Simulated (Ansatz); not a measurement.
**GeH2 (model cell, started as CdI2 type): following an unstable mode**

Wanted: the energy along a soft mode of GeH2 (model cell, started as CdI2 type) and the structure at the end.

Method: DFT PBEsol, scalar-relativistic, plane waves, PAW, in Ansatz 0.2.0.

This is a report of a sequence of runs, with most program output left out.

The structure was built from a prototype and need not be the compound's stable phase.

### 1. Set-up

The structure is trigonal, space group P-3m1 (No. 164). The conventional cell has a = 3.264 Å, b = 3.264 Å, c = 2.887 Å, α = 90.00°, β = 90.00°, γ = 120.00°. Ge has 6 H at 1.99 Å nearest. H has 3 Ge at 1.99 Å nearest. Farther neighbours are not listed.

### 2. The dispersion

The cell comes from relaxations at this level that are not shown. Stability and thermal properties need the whole zone. Linear response on a 3×3×4 q mesh gives force constants as far as a supercell of that size would.

File input.yaml:

```yaml
crystal:
  lattice:
    - [3.2636993612, 0.0, 0.0]
    - [-1.6318496806, 2.8264465571, 0.0]
    - [0.0, 0.0, 2.887496109]
  atoms:
    - { symbol: Ge, position: [0.0, 0.0, 0.0] }
    - { symbol: H, position: [0.3333333333, 0.6666666667, 0.2221277422] }
    - { symbol: H, position: [0.6666666667, 0.3333333333, 0.7778722578] }
kpoints:
  mp_grid: { grid: [12, 12, 16] }
hamiltonian:
  xc: pbesol
scf:
  occupations: { method: methfessel_paxton, width: 0.15 }
output:
  eigenvalues: true
phonons:
  method: dfpt
  qmesh: [3, 3, 4]
  temperatures: { t_max: 1000, t_step: 50 }
  qpath:
    path:
      - [[0.0, 0.0, 0.0], [0.5, 0.0, 0.0], [0.33333333, 0.33333333, 0.0], [0.0, 0.0, 0.0], [0.0, 0.0, 0.5], [0.5, 0.0, 0.5], [0.33333333, 0.33333333, 0.5], [0.0, 0.0, 0.5]]
      - [[0.5, 0.0, 0.5], [0.5, 0.0, 0.0]]
      - [[0.33333333, 0.33333333, 0.5], [0.33333333, 0.33333333, 0.0]]
    npoints: 10
```

The run is started by

```bash
$ ansatz run input.yaml --threads 4 --pin off --max-ram 7168MiB --backend cpu --events-out ev --progress --plain --runs-dir out
```

Run time: 4.2 min. Hardware: 4 threads of Arm Neoverse V2, shared host; peak memory 1.9 GiB.

This step gave:

| Item | Value |
| --- | --- |
| volume per atom | 8.879 Å³ |
| gap on the k-mesh | 0 eV |
| sum-rule residual before enforcement | 1.50e-5 eV/Å² |
| lowest frequency on the path | -731.2 cm⁻¹ |
| point group | -3m |
| highest frequency on the path or at a solved wavevector | 936.7 cm⁻¹ |
| highest optical mode at the zone centre (no LO-TO term) | 931.2 cm⁻¹ |
| lowest optical zone-centre mode | -523.5 cm⁻¹ |
| lowest mode on the q mesh (acoustic modes at Γ apart) | -731.2 cm⁻¹ |

Frequencies (cm⁻¹) solved at each irreducible wavevector; negative means imaginary. Frequencies by wavevector, by row:

| q in reciprocal lattice units | star | mode 1 | mode 2 | mode 3 | mode 4 | mode 5 | mode 6 | mode 7 | mode 8 | mode 9 |
| --- | --- | --- | --- | --- | --- | --- | --- | --- | --- | --- |
| 0 0 0 | 1 | -523.5 | -523.5 | 0 | 0 | 0 | 531.8 | 929.7 | 929.7 | 931.2 |
| 0 0 0.25 | 2 | -356.2 | -356.2 | 83.1 | 83.1 | 88.5 | 644.5 | 890.2 | 899.9 | 899.9 |
| 0 0 -0.5 | 1 | -256.2 | -256.2 | 135.3 | 163.1 | 163.1 | 752.4 | 802.2 | 802.2 | 843.6 |
| 0 0.3333 0 | 6 | -90.7 | 25.2 | 124.2 | 381.4 | 424.2 | 516.3 | 719.4 | 839.5 | 895.6 |
| 0 0.3333 0.25 | 6 | -120.1 | -117.3 | 107.7 | 280.3 | 400.2 | 530 | 772 | 823.6 | 895.9 |
| 0 0.3333 -0.5 | 6 | -107.8 | -96.6 | 142.3 | 368.9 | 423.5 | 476.9 | 760.3 | 815 | 880.6 |
| 0 0.3333 -0.25 | 6 | -92.5 | -89.6 | 136.9 | 256.2 | 467.1 | 517.6 | 774.4 | 814.1 | 871.8 |
| 0.3333 0.3333 0 | 2 | -731.2 | 31 | 111.1 | 111.1 | 479.4 | 479.4 | 745.9 | 797.5 | 797.5 |
| 0.3333 0.3333 0.25 | 4 | -455.9 | 27.4 | 27.4 | 100.8 | 387.3 | 387.3 | 690.7 | 842.9 | 842.9 |
| 0.3333 0.3333 -0.5 | 2 | -307.3 | -193.6 | -193.6 | 202.1 | 258.2 | 258.2 | 545.5 | 838 | 838 |

Interpolated from a 3×3×4 q mesh. The phonon branches at the labelled points (cm⁻¹):

| point | branch 1 | branch 2 | branch 3 | branch 4 | branch 5 | branch 6 | branch 7 | branch 8 | branch 9 |
| --- | --- | --- | --- | --- | --- | --- | --- | --- | --- |
| Γ | -524 | -524 | 0 | 0 | 0 | 532 | 930 | 930 | 931 |
| halfway | -169 | 44 | 120 | 215 | 387 | 566 | 724 | 901 | 912 |
| M | -270 | -52 | 52 | 299 | 516 | 537 | 704 | 816 | 834 |
| halfway | -562 | 37 | 44 | 173 | 462 | 572 | 714 | 805 | 831 |
| K | -731 | 31 | 111 | 111 | 479 | 479 | 746 | 798 | 798 |
| halfway | -166 | 42 | 137 | 201 | 469 | 517 | 692 | 877 | 919 |
| Γ | -524 | -524 | 0 | 0 | 0 | 532 | 930 | 930 | 931 |
| halfway | -356 | -356 | 83 | 83 | 88 | 644 | 890 | 900 | 900 |
| A | -256 | -256 | 135 | 163 | 163 | 752 | 802 | 802 | 844 |
| halfway | -128 | 81 | 127 | 390 | 404 | 534 | 803 | 814 | 871 |
| L | -309 | -88 | 144 | 281 | 374 | 572 | 646 | 823 | 871 |
| halfway | -321 | -125 | 118 | 248 | 294 | 428 | 601 | 841 | 849 |
| H | -307 | -194 | -194 | 202 | 258 | 258 | 546 | 838 | 838 |
| halfway | -136 | 104 | 121 | 400 | 406 | 474 | 764 | 811 | 886 |
| A | -256 | -256 | 135 | 163 | 163 | 752 | 802 | 802 | 844 |
| jump to L | -309 | -88 | 144 | 281 | 374 | 572 | 646 | 823 | 871 |
| halfway | -222 | -80 | 84 | 286 | 416 | 558 | 680 | 813 | 873 |
| M | -270 | -52 | 52 | 299 | 516 | 537 | 704 | 816 | 834 |
| jump to H | -307 | -194 | -194 | 202 | 258 | 258 | 546 | 838 | 838 |
| halfway | -456 | 27 | 27 | 101 | 387 | 387 | 691 | 843 | 843 |
| K | -731 | 31 | 111 | 111 | 479 | 479 | 746 | 798 | 798 |

Symmetry leaves 10 wavevectors to solve. The lowest mode among them, the acoustic zeros apart, lies at q = (0.333, 0.333, 0) and is imaginary, 731.2i cm⁻¹, so the energy falls along it.

### 3. The mode frozen in, largest atomic shift 0 Å

The mode followed lies at Γ with frequency 523.5i cm⁻¹ and is 2-fold degenerate, one of the unstable modes though not the softest. At small amplitude the distorted cell has space group no. 8 by a symmetry search on the positions. The undistorted cell that holds it gives the zero of energy on the same k mesh.

input.yaml, the sections that differ from step 2:

```yaml
output:
  forces: true
  stress: true
  eigenvalues: true
# crystal, kpoints, hamiltonian, scf: as in step 2
# phonons: removed
```

It took 0.89 s on 4 threads; peak memory 0.36 GiB; 3 s of CPU time.

This step gave:

```
pressure                         : 1.87e-4 GPa
energy from the undistorted cell : 0 meV/atom
```

The run ends at a pressure of 0.00 GPa.

### 4. The mode frozen in, largest atomic shift 0.32 Å

The atoms are moved along the unstable eigenvector, the largest shift by 0.32 Å, with the cell fixed.

input.yaml, the sections that differ from step 3:

```yaml
crystal:
  lattice:
    - [3.2636993612, 0.0, 0.0]
    - [-1.6318496806, 2.8264465571, 0.0]
    - [0.0, 0.0, 2.887496109]
  atoms:
    - { symbol: Ge, position: [0.0031425608, 0.0015712804, 0.0] }
    - { symbol: H, position: [0.2201169701, 0.6100584851, 0.2221277422] }
    - { symbol: H, position: [0.5534503035, 0.2767251517, 0.7778722578] }
# kpoints, hamiltonian, scf, output: as in step 3
```

Run time: 3.1 s. Hardware: 4 threads; peak memory 0.53 GiB.

Numbers from this step:

* pressure: 4.100 GPa
* energy from the undistorted cell: -13.23 meV/atom

The energy, extrapolated to zero smearing, is -13.23 meV/atom against the undistorted cell.

The run ends at a pressure of 4.10 GPa, with forces up to 0.34 eV/Å.

### 5. Energy along the mode, all amplitudes (two of the runs are shown above)

An imaginary frequency means negative curvature, so the energy should fall and then rise again as anharmonic terms take over.

Numbers from this step:

| Property | Result |
| --- | --- |
| depth at the lowest point sampled | 13.23 meV/atom |
| largest atomic shift at that point | 0.32 Å |

The energy from the parent by largest atomic shift:

| largest atomic shift (Å) | energy from the parent (meV/atom) |
| --- | --- |
| 0.000 | 0 |
| 0.040 | -0.547 |
| 0.080 | -2.10 |
| 0.140 | -5.8 |
| 0.220 | -11.3 |
| 0.320 | -13.2 |
| 0.450 | 9.22 |

Displacement at unit largest shift by atom:

| atom | x (Å) | y (Å) | z (Å) | size |
| --- | --- | --- | --- | --- |
| Ge1 | 0.024 | 0.014 | 0.000 | 0.028 |
| H2 | -0.866 | -0.500 | 0.000 | 1.000 |
| H3 | -0.866 | -0.500 | 0.000 | 1.000 |

The lowest of the steps tried is at 0.32 Å, 13.2 meV/atom below the parent; the bottom of the well need not coincide with a step.

### 6. Relaxation from the frozen mode

Starting from the lowest point found, all atoms and the cell are let go, so that strain and other modes of the same symmetry can join in.

input.yaml, as its differences from that of step 4:

```diff
@@ -19 +19,6 @@
   eigenvalues: true
+relax:
+  adjacent_minimum: "off"
+  f_tol: 0.002
+  max_steps: 120
+  cell: { stress_tol: 0.03 }
```

Elapsed: 2.4 min, on 4 threads; peak memory 0.64 GiB.

Step by step (22 of 29):

| step | energy less that of the first step (eV) | largest force component (eV/Å) | pressure (GPa) | volume (Å³) |
| --- | --- | --- | --- | --- |
| 1 | 0.0000 | 0.2623 | 4.10 | 26.64 |
| 2 | -0.0618 | 0.2294 | -0.76 | 28.48 |
| 4 | -0.1439 | 0.4100 | -1.29 | 29.39 |
| 5 | -0.1901 | 0.1550 | -0.84 | 30.49 |
| 6 | -0.2233 | 0.4010 | 0.11 | 31.20 |
| 8 | -0.2587 | 0.1428 | 0.68 | 30.61 |
| 9 | -0.2611 | 0.0536 | 1.16 | 30.45 |
| 10 | -0.2633 | 0.0755 | -0.39 | 30.98 |
| 12 | -0.2649 | 0.0145 | 0.05 | 30.66 |
| 13 | -0.2649 | 0.0063 | -0.04 | 30.64 |
| 14 | -0.2650 | 0.0027 | 0.00 | 30.62 |
| 16* | -0.3482 | 0.0291 | 2.97 | 30.62 |
| 17 | -0.3933 | 0.0296 | 1.90 | 31.57 |
| 18 | -0.4201 | 0.0428 | 1.08 | 32.55 |
| 20 | -0.4342 | 0.0075 | 0.09 | 33.95 |
| 21 | -0.4343 | 0.0029 | -0.05 | 33.94 |
| 22 | -0.4343 | 0.0017 | -0.02 | 33.92 |
| 24* | -0.4421 | 0.0050 | 0.17 | 33.91 |
| 25 | -0.4433 | 0.0062 | 0.06 | 34.21 |
| 26 | -0.4429 | 0.1084 | 0.22 | 34.37 |
| 28 | -0.4434 | 0.0014 | 0.01 | 34.44 |
| 29* | -0.4438 | 0.0013 | 0.00 | 34.44 |

Relaxation steps marked * repeat the geometry before them on a plane-wave basis chosen anew for their cell, so energy and pressure can jump there. Other such steps can lie between the rows shown. Relaxation step 26 was tried and not accepted.

The run keeps the 2 symmetry operations that it works with, so distortions that break them were not tested.

| cell as run | before | after | change |
| --- | --- | --- | --- |
| a (Å) | 3.264 | 4.417 | +35.3 % |
| b (Å) | 3.264 | 3.436 | +5.3 % |
| c (Å) | 2.887 | 2.598 | -10.0 % |
| β (°) | 90.00 | 73.01 | -18.9 % |
| γ (°) | 120.00 | 112.89 | -5.9 % |
| volume (Å³/atom) | 8.88 | 11.48 | +29.3 % |

The atoms that moved most (Å, as changes of fractional coordinates times the final cell):

| atom | dx | dy | dz | length |
| --- | --- | --- | --- | --- |
| H2 | -0.630 | -0.364 | -0.391 | 0.825 |
| Ge1 | 0.561 | 0.324 | 0.206 | 0.680 |
| H3 | 0.069 | 0.040 | 0.184 | 0.201 |

The relaxed structure:

```cif
data_structure
_symmetry_space_group_name_H-M 'P 1'
_symmetry_Int_Tables_number 1
_cell_length_a 4.4172
_cell_length_b 3.4357
_cell_length_c 2.5975
_cell_angle_alpha 90.000
_cell_angle_beta 73.010
_cell_angle_gamma 112.886
_cell_volume 34.44
loop_
_atom_site_label
_atom_site_type_symbol
_atom_site_fract_x
_atom_site_fract_y
_atom_site_fract_z
_atom_site_occupancy
Ge1 Ge 0.15717 0.07858 0.05060 1
H2 H 0.05542 0.52771 0.10121 1
H3 H 0.56412 0.28206 0.84819 1
```

Numbers from this step:

| Item | Value |
| --- | --- |
| pressure | 0.001691 GPa |
| volume per atom | 11.48 Å³ |

The distorted start has space group Cm; the relaxation ends in Cm.

### 7. The new phase in its own primitive cell

The relaxed structure is symmetrised, reduced to its primitive cell and relaxed tightly, as its phonons need.

input.yaml, the sections that differ from step 6:

```yaml
crystal:
  lattice:
    - [4.0694376187, -1.7178260025, 0.0]
    - [4.0694376187, 1.7178260025, 0.0]
    - [-0.8238499642, 0.0, 2.4634147217]
  atoms:
    - { symbol: Ge, position: [0.0785833207, 0.0785833207, 0.9493957682] }
    - { symbol: H, position: [0.5277100771, 0.5277100771, 0.8987930814] }
    - { symbol: H, position: [0.2820615194, 0.2820615194, 0.1518111505] }
kpoints:
  mp_grid: { grid: [12, 12, 14] }
relax:
  adjacent_minimum: "off"
  f_tol: 0.001
  max_steps: 60
  cell: { stress_tol: 0.01 }
# hamiltonian, scf, output: as in step 6
```

Run time: 38 s. Hardware: 4 threads; peak memory 0.61 GiB.

Relaxation path:

| step | energy less that of the first step (eV) | largest force component (eV/Å) | pressure (GPa) | volume (Å³) |
| --- | --- | --- | --- | --- |
| 1 | 0.0000 | 0.0128 | 0.06 | 34.44 |
| 2 | -0.0001 | 0.0013 | 0.01 | 34.44 |
| 3 | -0.0001 | 0.0014 | -0.01 | 34.44 |
| 4 | -0.0002 | 0.0010 | 0.01 | 34.42 |
| 5 | -0.0001 | 0.0001 | 0.00 | 34.43 |
| 6* | -0.0001 | 0.0001 | 0.00 | 34.43 |
| 7 | -0.0001 | 0.0003 | 0.00 | 34.42 |
| 8* | -0.0001 | 0.0003 | 0.00 | 34.42 |

Relaxation steps marked * repeat the geometry before them on a plane-wave basis chosen anew for their cell, so energy and pressure can jump there.

Forces are held to the 2 operations that the run works with; a distortion that breaks them can't arise in this run.

| cell as run | before | after | change |
| --- | --- | --- | --- |
| a (Å) | 4.417 | 4.416 | -0.0 % |
| b (Å) | 4.417 | 4.416 | -0.0 % |
| c (Å) | 2.598 | 2.604 | +0.3 % |
| α (°) | 106.99 | 107.14 | +0.1 % |
| β (°) | 106.99 | 107.14 | +0.1 % |
| γ (°) | 45.77 | 45.67 | -0.2 % |
| volume (Å³/atom) | 11.48 | 11.47 | -0.0 % |

The relaxed structure:

```
Ge H
1.0
     4.07029   -1.71376   -0.00738
     4.07029    1.71376   -0.00738
    -0.82849    0.00000    2.46904
Ge H
1 2
Direct
  0.07893 0.07893 0.94950
  0.52677 0.52677 0.89734
  0.28266 0.28266 0.15316
```

This step gave:

| Quantity | Value |
| --- | --- |
| pressure | -0.001425 GPa |
| volume per atom | 11.47 Å³ |

The largest force component left is 0.26 meV/Å and the pressure is -0.001 GPa, within the tolerances set. The cell now holds 11.47 Å³/atom.

### 8. Modes of the new phase, k-mesh 12×12×14

A relaxed structure may still be a saddle point, so its zone-centre modes are computed. No field response is asked, since the mesh shows no gap.

input.yaml, the sections that differ from step 7:

```yaml
crystal:
  lattice:
    - [4.0702870027, -1.7137649715, -0.0073794198]
    - [4.0702870027, 1.7137649715, -0.0073794198]
    - [-0.8284890171, 0.0, 2.4690427793]
  atoms:
    - { symbol: Ge, position: [0.0789327136, 0.0789327136, 0.9494963144] }
    - { symbol: H, position: [0.5267664206, 0.5267664206, 0.8973401947] }
    - { symbol: H, position: [0.282655783, 0.282655783, 0.153163491] }
output:
  eigenvalues: true
phonons:
  method: dfpt
# kpoints, hamiltonian, scf: as in step 7
# relax: removed
```

It took 40 s on 4 threads; peak memory 0.9 GiB.

Numbers from this step:

```
sum-rule residual before enforcement                    : 8.51e-6 eV/Å²
point group                                             : m
highest optical mode at the zone centre (no LO-TO term) : 1903 cm⁻¹
lowest optical zone-centre mode                         : 435.6 cm⁻¹
```

Patterns of degenerate modes are one choice out of their space. Modes at Γ, with each element's share of the kinetic energy:

| mode | frequency (cm⁻¹) | symmetry | Ge % | H % |
| --- | --- | --- | --- | --- |
| 1 | 0.0 | acoustic | 97 | 3 |
| 2 | 0.0 | acoustic | 97 | 3 |
| 3 | 0.0 | acoustic | 97 | 3 |
| 4 | 435.6 | A' | 3 | 97 |
| 5 | 493.0 | A'' | 1 | 99 |
| 6 | 635.3 | A' | 0 | 100 |
| 7 | 771.4 | A' | 1 | 99 |
| 8 | 1132.2 | A'' | 2 | 98 |
| 9 | 1902.8 | A' | 1 | 99 |

Displacements in mode 4 (435.6 cm⁻¹), the largest set to 1:
```
Ge1  0.01  0.00 -0.03
H2  -0.34  0.00  1.00
H3  -0.28  0.00  0.82
```

Displacements in mode 9 (1902.8 cm⁻¹), the largest set to 1:
```
Ge1 -0.01  0.00  0.00
H2  -0.01  0.00  0.00
H3   1.00  0.00  0.34
```

Before it was imposed, the acoustic sum rule was missed by 8.5e-6 eV/Å². Small misses are needed for a sound result but don't prove that mesh and cutoff are converged. The lowest optical mode is real, 436 cm⁻¹.

### 9. Summary of results

```
unstable mode of the parent                                                      : q = (0, 0, 0), 524i cm⁻¹
depth at the lowest point sampled                                                : 13.2 meV/atom
largest atomic shift at that point                                               : 0.32 Å
space group reached (within 0.01 Å)                                              : Imm2
energy gained over the parent (first relaxation, on the mesh of the frozen mode) : 161 meV/atom
volume per atom, phase reached                                                   : 11.5 Å³
lowest optical zone-centre mode, phase reached                                   : 436 cm⁻¹
highest optical mode at the zone centre (no LO-TO term), phase reached           : 1903 cm⁻¹
```

Along this mode the structure falls into Imm2, 161 meV/atom below the parent. At the parent's cell the well is 13.23 meV/atom deep on the steps tried, with its lowest point at a shift of 0.32 Å. Relaxing atoms and cell changes the gain by +147.94 meV/atom against the lowest step (energies at zero smearing). Most of the total comes from this relaxation. The new phase has no imaginary mode at the zone centre of its cell; other wavevectors were not checked. Of the 4 patterns followed to their end from this parent, this one ends 34.3 meV/atom above the lowest, P4/mmm. Each path keeps the symmetry of its pattern, so a lower phase may lie along a pattern not tried. With no gap, or one that is small against the smearing, the frequencies hang on the k mesh and the smearing, most of all near Kohn anomalies. The starting cell was built on a prototype and not taken from a measurement, so the phase need not exist.

[Logs are printed without paths, hosts, clocks, repeated set-up lines and the standing remarks that a program may print on its own settings, such as how far it seeks lower states.]

[Hosts, paths, dates, database ids (printed as entryN), source tags and the programs' standing remarks are cut or masked in the printed files.]
